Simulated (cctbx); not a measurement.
# Absolute structure of Gd3CuPbS7

Space group P6_3 (no. 173), a = 10.0520 Å, b = 10.0520 Å, c = 5.9520 Å, α = 90.00°, β = 90.00°, γ = 120.00°.

| atom | mult. | x | y | z | Ueq (Å²) |
| --- | --- | --- | --- | --- | --- |
| Pb1 | 2 | 2/3 | 1/3 | 0.8376 | 0.0043 |
| Gd1 | 6 | 0.7738 | 0.6458 | 0.2460 | 0.0045 |
| Cu1 | 2 | 0 | 0 | 0.7016 | 0.0060 |
| S1 | 6 | 0.4223 | 0.9028 | 0.4818 | 0.0072 |
| S2 | 2 | 1/3 | 2/3 | 0.9570 | 0.0068 |
| S3 | 6 | 0.9079 | 0.1622 | 0.7082 | 0.0070 |

The model was made for the exercise: a known structure type with other elements put in, its volume estimated, not relaxed; displacement parameters are assumed.

Data sets are simulated with cctbx and refined with Bijvoet mates kept apart; Flack x is then fitted as the share of an inverted twin with the atoms fixed, Hooft y from the Bijvoet differences. The group has rotations alone, so the crystal has a hand.

Untwinned crystal. What Flack and Hooft values should come out?

| λ (Å) | extinction (unmodelled) | d min (Å) | top counts | error (%) | model | R1 | Flack x | s.u. | Hooft y | s.u. | pairs |
| --- | --- | --- | --- | --- | --- | --- | --- | --- | --- | --- | --- |
| 0.71073 | 0 | 0.77 | 20000 | 4 | as given | 0.0098 | 0.001 | 0.004 | -0.007 | 0.005 | 360 |
| 0.71073 | 0 | 0.77 | 20000 | 4 | inverted | 0.0711 | 0.988 | 0.007 | 1.041 | 0.005 | 360 |
| 1.54184 | 0 | 0.83 | 5000 | 6 | as given | 0.0195 | -0.002 | 0.006 | -0.006 | 0.006 | 280 |

With Mo Kα, x is within 3 s.u. of 0, so the hand is right. With Cu Kα, x is within 3 s.u. of 0, so the hand is right. Inverting the model turns x into about 1 − x.

A further crystal gives:

| λ (Å) | extinction (unmodelled) | d min (Å) | top counts | error (%) | model | R1 | Flack x | s.u. | Hooft y | s.u. | pairs |
| --- | --- | --- | --- | --- | --- | --- | --- | --- | --- | --- | --- |
| 1.3414 | 0 | 0.83 | 40000 | 2 | as given | 0.0465 | 0.506 | 0.005 | 0.505 | 0.003 | 279 |

**Question.** What is it?

It was simulated as an inversion twin with a fraction 0.5 of the inverted domain. Flack x is over 3 s.u. from both 0 and 1 and reads that fraction.
